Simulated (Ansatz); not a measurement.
System: BaTiO3 (R3m).

```yaml
crystal:
  lattice:
    - [2.82737, 1.63238, 2.31839]
    - [-2.82737, 1.63238, 2.31839]
    - [0.00000, -3.26476, 2.31839]
  atoms:
    - { symbol: Ba, position: [0.00000, 0.00000, 0.00000] }
    - { symbol: Ti, position: [0.48450, 0.48450, 0.48450] }
    - { symbol: O, position: [0.50860, 0.50860, 0.01750] }
    - { symbol: O, position: [0.01750, 0.50860, 0.50860] }
    - { symbol: O, position: [0.50860, 0.01750, 0.50860] }
```

The cell and positions come from the Crystallography Open Database and are kept as given unless a step says otherwise. Spin-orbit coupling is left out unless a run names it. PAW set soft_1, made with PBE.

Gaps computed with Ansatz 0.2.0 without a self-energy: LDA 2.35 eV, LDA+SOC 2.35 eV, HSE06 3.89 eV and PBE0 4.64 eV. The mean ε∞ by LDA perturbation theory is 5.89.

Question: Estimate the G0W0@LDA gap with 4×4×4 mesh, 508 empty bands, screening to 230 eV, default PAW files.

About 4.14 eV: on its mesh the run moves the gap from 2.35 eV by +1.78 eV. Among the scalar-relativistic levels given, HSE06 is nearest (−0.25 eV). One-shot corrections scale roughly with one over ε∞, here 0.17. Bands and cutoff are finite, so the gap is not at the basis limit. The miss can reach some tenths of an eV and take either sign; the mesh is an error of its own. The 4×4×4 mesh is coarse for this cell (its supercell is 16 Å along the shortest edge). The RPA ε∞ on it, from the LDA start, is 5.38 and 5.85; such meshes misread the long-range screening, most where the gap is narrow. The many-body steps are scalar-relativistic: spin-orbit coupling is not in them.

[Paths, hosts, dates, memory and timing lines, banners, echoed tables and standing remarks are left out of the program output.]

[Logs are printed without paths, hosts, clocks, repeated set-up lines and the standing remarks that a program may print on its own settings, such as how far it seeks lower states.]

[Runs of the session that timed out or met a known fault of the program may be left out.]

[Cells called generated may have been cut or substituted from an entry of the Crystallography Open Database or the Materials Project.]

[Hosts, paths, dates, database ids (printed as entryN), source tags and the programs' standing remarks are cut or masked in the printed files.]
